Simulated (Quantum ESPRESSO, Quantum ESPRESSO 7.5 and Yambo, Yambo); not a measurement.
# A GW chain in Yambo: Diamond (Fd-3m, 2 atoms a cell)

Wanted: ground state, empty states, screening and self-energy for Diamond (Fd-3m, 2 atoms a cell).

Method: PBE and many-body steps on it, plane waves, in Quantum ESPRESSO 7.5 and Yambo 5.3.0.

**The experiments to reproduce.**

- Gap 5.5 eV: band gap, experimental literature value; bulk crystal (quoted in “Fermi level pinning by defects can explain the large reported carbon 1s binding energy variations in diamond”, 2019, arxiv:1902.02958).

- Gap 5.47 eV: experimental band gap used as input; bulk crystal (quoted in “Enhanced Electron Emission Performance and Air‐Surface Stability in ScO‐Terminated Diamond for Thermionic Energy Converters”, 2024, pmc:11600692).

## 1. The starting structure

It takes space group Fd-3m (No. 227, cubic). The conventional cell has a = 3.567 Å, b = 3.567 Å, c = 3.567 Å, α = 90.00°, β = 90.00°, γ = 90.00°. Nearest to C lie 4 C at 1.54 Å.

Structure file:

```cif
data_structure
_symmetry_space_group_name_H-M 'P 1'
_symmetry_Int_Tables_number 1
_cell_length_a 2.5221
_cell_length_b 2.5221
_cell_length_c 2.5221
_cell_angle_alpha 60.000
_cell_angle_beta 60.000
_cell_angle_gamma 60.000
_cell_volume 11.34
loop_
_atom_site_label
_atom_site_type_symbol
_atom_site_fract_x
_atom_site_fract_y
_atom_site_fract_z
_atom_site_occupancy
C1 C 0.00000 0.00000 0.00000 1
C2 C 0.25000 0.25000 0.25000 1
```

The cell and positions come from the Crystallography Open Database and are kept as given unless a step says otherwise.

## 2. Ground state

This step: Quantum ESPRESSO 7.5; DFT, PBE, plane waves, norm-conserving pseudopotentials.

The ground-state density comes first.

pw.in

```
&control
  calculation = 'scf'
  prefix = 'x'
  outdir = 'o'
  pseudo_dir = 'pseudo'
/
&system
  ibrav = 0
  nat = 2
  ntyp = 1
  ecutwfc = 74.0
  nbnd = 9
  force_symmorphic = .true.
/
&electrons
  conv_thr = 1e-10
  electron_maxstep = 80
  mixing_beta = 0.5
/
ATOMIC_SPECIES
  C 12.011 C.upf
CELL_PARAMETERS angstrom
  -0.0000000000 1.7833700000 1.7833700000
  1.7833700000 -0.0000000000 1.7833700000
  1.7833700000 1.7833700000 0.0000000000
ATOMIC_POSITIONS crystal
  C 0.0000000000 0.0000000000 0.0000000000
  C 0.2500000000 0.2500000000 0.2500000000
K_POINTS automatic
  10 10 10 0 0 0
```

Run with:

```sh
$ OMP_NUM_THREADS=1 mpirun -n 4 pw.x -nk 4 -in pw.in > pw.out
```

The program printed:

```text
Program PWSCF v.7.5 starts

     This program is part of the open-source Quantum ESPRESSO suite
     for quantum simulation of materials; please cite
         "P. Giannozzi et al., J. Phys.:Condens. Matter 21 395502 (2009);
         "P. Giannozzi et al., J. Phys.:Condens. Matter 29 465901 (2017);
         "P. Giannozzi et al., J. Chem. Phys. 152 154105 (2020);
     in publications or presentations arising from this work. More details at
     Message from routine setup:
     using ibrav=0 with symmetry is DISCOURAGED, use correct ibrav instead

     G-vector sticks info

     bravais-lattice index     =            0
     lattice parameter (alat)  =       4.7660  a.u.
     unit-cell volume          =      76.5510 (a.u.)^3
     number of atoms/cell      =            2
     number of atomic types    =            1
     number of electrons       =         8.00
     number of Kohn-Sham states=            9
     kinetic-energy cutoff     =      74.0000  Ry
     charge density cutoff     =     296.0000  Ry
     scf convergence threshold =      1.0E-10
     mixing beta               =       0.5000
     number of iterations used =            8  plain     mixing
     Exchange-correlation= PBE
                           (   1   4   3   4   0   0   0)

     celldm(1)=   4.766014  celldm(2)=   0.000000  celldm(3)=   0.000000
     celldm(4)=   0.000000  celldm(5)=   0.000000  celldm(6)=   0.000000

     crystal axes: (cart. coord. in units of alat)
               a(1) = (  -0.000000   0.707107   0.707107 )
               a(2) = (   0.707107  -0.000000   0.707107 )
               a(3) = (   0.707107   0.707107   0.000000 )

     reciprocal axes: (cart. coord. in units 2 pi/alat)
               b(1) = ( -0.707107  0.707107  0.707107 )
               b(2) = (  0.707107 -0.707107  0.707107 )
               b(3) = (  0.707107  0.707107 -0.707107 )
     Pseudo is Norm-conserving + core correction, Zval =  4.0
     Generated using ONCVPSP code by D. R. Hamann
     Using radial grid of 1248 points,  4 beta functions with:
     C                 4.00    12.01100     C ( 1.00)

     24 Sym. Ops. (no inversion) found

   Cartesian axes

     site n.     atom                  positions (alat units)
         1        C      tau(   1) = (   0.0000000   0.0000000   0.0000000  )
         2        C      tau(   2) = (   0.3535534   0.3535534   0.3535534  )

     number of k points=    47
                       cart. coord. in units 2pi/alat
        k(    1) = (   0.0000000   0.0000000   0.0000000), wk =   0.0020000
        k(    2) = (   0.0707107   0.0707107  -0.0707107), wk =   0.0160000
        k(    3) = (   0.1414214   0.1414214  -0.1414214), wk =   0.0160000
        k(    4) = (   0.2121320   0.2121320  -0.2121320), wk =   0.0160000
        k(    5) = (   0.2828427   0.2828427  -0.2828427), wk =   0.0160000
        k(    6) = (  -0.3535534  -0.3535534   0.3535534), wk =   0.0080000
        k(    7) = (   0.1414214  -0.0000000   0.0000000), wk =   0.0120000
        k(    8) = (   0.2121320   0.0707107  -0.0707107), wk =   0.0480000
        k(    9) = (   0.2828427   0.1414214  -0.1414214), wk =   0.0480000
        k(   10) = (   0.3535534   0.2121320  -0.2121320), wk =   0.0480000
     [... 35 further rows ...]
        k(   46) = (  -0.0707107  -0.3535534   0.6363961), wk =   0.0480000
        k(   47) = (  -0.7071068   0.2828427   0.0000000), wk =   0.0240000

     Dense  grid:     6615 G-vectors     FFT dimensions: (  27,  27,  27)

     Initial potential from superposition of free atoms

     starting charge       7.9999, renormalised to       8.0000
     Starting wfcs are    8 randomized atomic wfcs +    1 random wfcs

     per-process dynamical memory:     9.0 Mb

     Self-consistent Calculation

     iteration #  1     ecut=    74.00 Ry     beta= 0.50

     total energy              =     -24.07578109 Ry
     estimated scf accuracy    <       0.11539985 Ry

     iteration #  2     ecut=    74.00 Ry     beta= 0.50

     total energy              =     -24.07376405 Ry
     estimated scf accuracy    <       0.01688628 Ry

     iteration #  3     ecut=    74.00 Ry     beta= 0.50

     total energy              =     -24.07527947 Ry
     estimated scf accuracy    <       0.00018081 Ry

     iteration #  4     ecut=    74.00 Ry     beta= 0.50

     total energy              =     -24.07530937 Ry
     estimated scf accuracy    <       0.00000629 Ry

     iteration #  5     ecut=    74.00 Ry     beta= 0.50

     total energy              =     -24.07531040 Ry
     estimated scf accuracy    <       0.00000023 Ry

     iteration #  6     ecut=    74.00 Ry     beta= 0.50

     total energy              =     -24.07531036 Ry
     estimated scf accuracy    <       0.00000013 Ry

     iteration #  7     ecut=    74.00 Ry     beta= 0.50

     total energy              =     -24.07531038 Ry
     estimated scf accuracy    <          8.4E-09 Ry

     iteration #  8     ecut=    74.00 Ry     beta= 0.50

     End of self-consistent calculation

          k = 0.0000 0.0000 0.0000 (   869 PWs)   bands (ev):

    -8.1303  13.3585  13.3585  13.3585  18.9841  18.9841  18.9841  26.6878
    32.6551

          k = 0.0707 0.0707-0.0707 (   845 PWs)   bands (ev):

    -7.8537  11.6837  12.9120  12.9120  19.5707  19.5707  19.9297  26.9242
    33.0996

          k = 0.1414 0.1414-0.1414 (   833 PWs)   bands (ev):

    -7.0288   8.4748  12.0326  12.0326  20.7046  20.7046  21.1406  27.5827
    33.8681

          k = 0.2121 0.2121-0.2121 (   827 PWs)   bands (ev):

     [... further k-points ...]

     highest occupied, lowest unoccupied level (ev):    13.3585   17.5877

!    total energy              =     -24.07531038 Ry
     estimated scf accuracy    <          4.7E-12 Ry

     The total energy is the sum of the following terms:
     one-electron contribution =       8.24760034 Ry
     hartree contribution      =       1.93189067 Ry
     xc contribution           =      -8.68011289 Ry
     ewald contribution        =     -25.57468850 Ry

     convergence has been achieved in   8 iterations

     XML data file, charge density, pseudopotentials, collected wavefunctions

=------------------------------------------------------------------------------=
   JOB DONE.
=------------------------------------------------------------------------------=
```

It took 2.1 s on 4 MPI ranks of Arm Neoverse V1, shared host; peak memory 0.18 GiB; 8 s of CPU time.

This step gave:

| Property | Result |
| --- | --- |
| total energy | -327.5613 eV |
| gap | 4.229 eV |
| k of the valence top | 0, 0, 0 |
| k of the conduction bottom | 0, 0.4, 0.4 |
| least direct gap | 5.626 eV |

The gap is indirect, with the least direct gap 1.40 eV higher.

## 3. Bands along the symmetry lines

Levels along a band path, at the cheap level, show where the edges lie and whether the meshes to come will hold them.

pw.in

```
&control
  calculation = 'bands'
  prefix = 'x'
  outdir = 'o'
  pseudo_dir = 'pseudo'
/
&system
  ibrav = 0
  nat = 2
  ntyp = 1
  ecutwfc = 74.0
  nbnd = 10
  force_symmorphic = .true.
/
&electrons
  conv_thr = 1e-9
  electron_maxstep = 80
  diago_full_acc = .true.
  diago_thr_init = 5e-6
/
ATOMIC_SPECIES
  C 12.011 C.upf
CELL_PARAMETERS angstrom
  -0.0000000000 1.7833700000 1.7833700000
  1.7833700000 -0.0000000000 1.7833700000
  1.7833700000 1.7833700000 0.0000000000
ATOMIC_POSITIONS crystal
  C 0.0000000000 0.0000000000 0.0000000000
  C 0.2500000000 0.2500000000 0.2500000000
K_POINTS crystal
  50
  0.00000000 0.00000000 0.00000000 1
  0.06250000 0.00000000 0.06250000 1
  0.12500000 0.00000000 0.12500000 1
  0.18750000 0.00000000 0.18750000 1
  0.25000000 0.00000000 0.25000000 1
  0.31250000 0.00000000 0.31250000 1
  0.37500000 0.00000000 0.37500000 1
  0.43750000 0.00000000 0.43750000 1
  0.50000000 0.00000000 0.50000000 1
  0.51562500 0.03125000 0.51562500 1
  0.53125000 0.06250000 0.53125000 1
  0.54687500 0.09375000 0.54687500 1
  0.56250000 0.12500000 0.56250000 1
  0.57812500 0.15625000 0.57812500 1
  0.59375000 0.18750000 0.59375000 1
  0.60937500 0.21875000 0.60937500 1
  0.62500000 0.25000000 0.62500000 1
  0.37500000 0.37500000 0.75000000 1
  0.32812500 0.32812500 0.65625000 1
  0.28125000 0.28125000 0.56250000 1
  0.23437500 0.23437500 0.46875000 1
  0.18750000 0.18750000 0.37500000 1
  0.14062500 0.14062500 0.28125000 1
  0.09375000 0.09375000 0.18750000 1
  0.04687500 0.04687500 0.09375000 1
  0.00000000 0.00000000 0.00000000 1
  0.06250000 0.06250000 0.06250000 1
  0.12500000 0.12500000 0.12500000 1
  0.18750000 0.18750000 0.18750000 1
  0.25000000 0.25000000 0.25000000 1
  0.31250000 0.31250000 0.31250000 1
  0.37500000 0.37500000 0.37500000 1
  0.43750000 0.43750000 0.43750000 1
  0.50000000 0.50000000 0.50000000 1
  0.50000000 0.46875000 0.53125000 1
  0.50000000 0.43750000 0.56250000 1
  0.50000000 0.40625000 0.59375000 1
  0.50000000 0.37500000 0.62500000 1
  0.50000000 0.34375000 0.65625000 1
  0.50000000 0.31250000 0.68750000 1
  0.50000000 0.28125000 0.71875000 1
  0.50000000 0.25000000 0.75000000 1
  0.50000000 0.21875000 0.71875000 1
  0.50000000 0.18750000 0.68750000 1
  0.50000000 0.15625000 0.65625000 1
  0.50000000 0.12500000 0.62500000 1
  0.50000000 0.09375000 0.59375000 1
  0.50000000 0.06250000 0.56250000 1
  0.50000000 0.03125000 0.53125000 1
  0.50000000 0.00000000 0.50000000 1
```

The program printed:

```text
[banner, memory and clock lines left out]
Program PWSCF v.7.5 starts

     Atomic positions and unit cell read from directory:
     o/x.save/

     Message from routine setup:
     using ibrav=0 with symmetry is DISCOURAGED, use correct ibrav instead

     G-vector sticks info

     bravais-lattice index     =            0
     lattice parameter (alat)  =       4.7660  a.u.
     unit-cell volume          =      76.5510 (a.u.)^3
     number of atoms/cell      =            2
     number of atomic types    =            1
     number of electrons       =         8.00
     number of Kohn-Sham states=           10
     kinetic-energy cutoff     =      74.0000  Ry
     charge density cutoff     =     296.0000  Ry
     Exchange-correlation= PBE
                           (   1   4   3   4   0   0   0)

     celldm(1)=   4.766014  celldm(2)=   0.000000  celldm(3)=   0.000000
     celldm(4)=   0.000000  celldm(5)=   0.000000  celldm(6)=   0.000000

     crystal axes: (cart. coord. in units of alat)
               a(1) = (  -0.000000   0.707107   0.707107 )
               a(2) = (   0.707107  -0.000000   0.707107 )
               a(3) = (   0.707107   0.707107   0.000000 )

     reciprocal axes: (cart. coord. in units 2 pi/alat)
               b(1) = ( -0.707107  0.707107  0.707107 )
               b(2) = (  0.707107 -0.707107  0.707107 )
               b(3) = (  0.707107  0.707107 -0.707107 )
     Pseudo is Norm-conserving + core correction, Zval =  4.0
     Generated using ONCVPSP code by D. R. Hamann
     Using radial grid of 1248 points,  4 beta functions with:
     C                 4.00    12.01100     C ( 1.00)

     24 Sym. Ops. (no inversion) found

   Cartesian axes

     site n.     atom                  positions (alat units)
         1        C      tau(   1) = (   0.0000000   0.0000000   0.0000000  )
         2        C      tau(   2) = (   0.3535534   0.3535534   0.3535534  )

     number of k points=    50
                       cart. coord. in units 2pi/alat
        k(    1) = (   0.0000000   0.0000000   0.0000000), wk =   0.0400000
        k(    2) = (   0.0000000   0.0883883   0.0000000), wk =   0.0400000
        k(    3) = (   0.0000000   0.1767767   0.0000000), wk =   0.0400000
[...]
[... 38 further rows ...]
        k(   49) = (   0.0441942   0.7071068   0.0000000), wk =   0.0400000
        k(   50) = (   0.0000000   0.7071068   0.0000000), wk =   0.0400000

     Dense  grid:     6615 G-vectors     FFT dimensions: (  27,  27,  27)

     The potential is recalculated from file :
     o/x.save/charge-density

     Starting wfcs are    8 randomized atomic wfcs +    2 random wfcs

     Band Structure Calculation

     End of band structure calculation

          k = 0.0000 0.0000 0.0000 (   869 PWs)   bands (ev):

    -8.1303  13.3585  13.3585  13.3585  18.9841  18.9841  18.9841  26.6878
    32.6551  40.2185

          k = 0.0000 0.0884 0.0000 (   857 PWs)   bands (ev):

    -7.9862  12.8048  12.8048  13.0081  18.8721  19.6614  19.6614  26.7808
    32.9077  37.0016

          k = 0.0000 0.1768 0.0000 (   841 PWs)   bands (ev):

    -7.5547  11.6312  11.6312  12.0337  18.5779  21.2005  21.2005  26.6860
    33.5980  34.2423

          k = 0.0000 0.2652-0.0000 (   833 PWs)   bands (ev):

[...]
k =-0.0000 0.4419 0.0000 (   829 PWs)   bands (ev):

[...]
k = 0.0000 0.5303-0.0000 (   817 PWs)   bands (ev):

[...]
k =-0.0000 0.6187 0.0000 (   810 PWs)   bands (ev):

[...]
k = 0.5303 0.5303-0.0000 (   824 PWs)   bands (ev):

[...]
k = 0.1326 0.7071-0.0000 (   812 PWs)   bands (ev):

[...]
k = 0.0884 0.7071-0.0000 (   814 PWs)   bands (ev):

[...]
k = 0.0442 0.7071 0.0000 (   810 PWs)   bands (ev):

     0.6056   0.6056   6.9628   6.9628  18.3335  18.3335  30.1085  30.1085
    36.5032  36.5032

          k = 0.0000 0.7071 0.0000 (   806 PWs)   bands (ev):

     0.5824   0.5824   7.0432   7.0432  18.1846  18.1846  30.1783  30.1783
    36.5918  36.5918

     XML data file, pseudopotentials, collected wavefunctions
```

Run time: 1.2 s. Hardware: 4 MPI ranks; peak memory 0.05 GiB; 4.6 s of CPU time.

This step gave:

```yaml
gap: 4.190 eV
k_of_the_valence_top: 0, 0, 0
k_of_the_conduction_bottom: 0.375, 0, 0.375
least_direct_gap: 5.626 eV
```

The gap is 4.190 eV, −0.039 eV from the run before at this level.

Electronic bands along the path, in eV, zero at the top of the highest filled band; v1 is the highest filled band, c1 the lowest empty one:

```tsv
point	v4	v3	v2	v1	c1	c2	c3	c4
Γ	-21.49	0.00	0.00	0.00	5.63	5.63	5.63	13.33
halfway	-19.21	-4.52	-4.13	-4.13	4.49	10.32	11.62	11.62
X	-12.78	-12.78	-6.32	-6.32	4.83	4.83	16.82	16.82
halfway	-12.69	-12.52	-7.58	-6.08	5.06	6.73	16.13	16.47
U	-12.99	-11.74	-9.33	-5.38	5.74	10.80	14.39	15.64
jump to K	-12.99	-11.74	-9.33	-5.38	5.74	10.80	14.39	15.64
halfway	-18.93	-6.52	-5.57	-1.75	8.19	8.69	10.10	13.68
Γ	-21.49	0.00	0.00	0.00	5.63	5.63	5.63	13.33
halfway	-19.77	-6.60	-1.75	-1.75	7.83	7.83	8.19	14.64
L	-15.71	-13.39	-2.81	-2.81	8.52	8.52	8.89	15.71
halfway	-14.70	-12.38	-6.32	-4.70	8.36	9.50	13.08	14.89
W	-11.99	-11.99	-8.33	-8.33	10.68	10.68	12.35	12.35
halfway	-12.44	-12.44	-7.33	-7.33	6.93	6.93	15.58	15.58
X	-12.78	-12.78	-6.32	-6.32	4.83	4.83	16.82	16.82
```

The electronic bands as a text plot (rows in eV, shown from -8.0 to 10.2 only):

```
    9.8 |    +           +    +++                     ++ + +
    9.1 |                       +              +++++++ ++   +
    8.3 |       ++            +++++         +++++++++++
    7.5 |  ++           +   ++     ++      ++
    6.8 |         +    +   +     ++      ++                  +
    6.0 | +               +        +++  +                     +
    5.3 |++++      ++ ++++            ++                       ++
    4.5 |    ++++++++++
    3.7 |
    3.0 |
    2.2 |
    1.5 |
    0.7 |
    0.0 |**                        ******
   -0.8 | *                      **  *  ***
   -1.6 |  **                   *          **
   -2.3 |                     **   **    **  ***
   -3.1 |    *                                  *****
   -3.8 |     **            **   **                 **
   -4.6 |     **           *     **        *          *
   -5.3 |       **       **     *                    * *
   -6.1 |         *******                             *         *
   -6.9 |       **    *       ***           *           *     **
   -7.6 |              *                               * *   *
         Γ           X  U|K            Γ         L        W     X
```

[end of part 1 of 3]

[Paths, hosts, dates, memory and timing lines, banners, echoed tables and standing remarks are left out of the program output.]

[Logs are printed without paths, hosts, clocks, repeated set-up lines and the standing remarks that a program may print on its own settings, such as how far it seeks lower states.]

[Runs of the session that timed out or met a known fault of the program may be left out.]

[Hosts, paths, dates, database ids (printed as entryN), source tags and the programs' standing remarks are cut or masked in the printed files.]
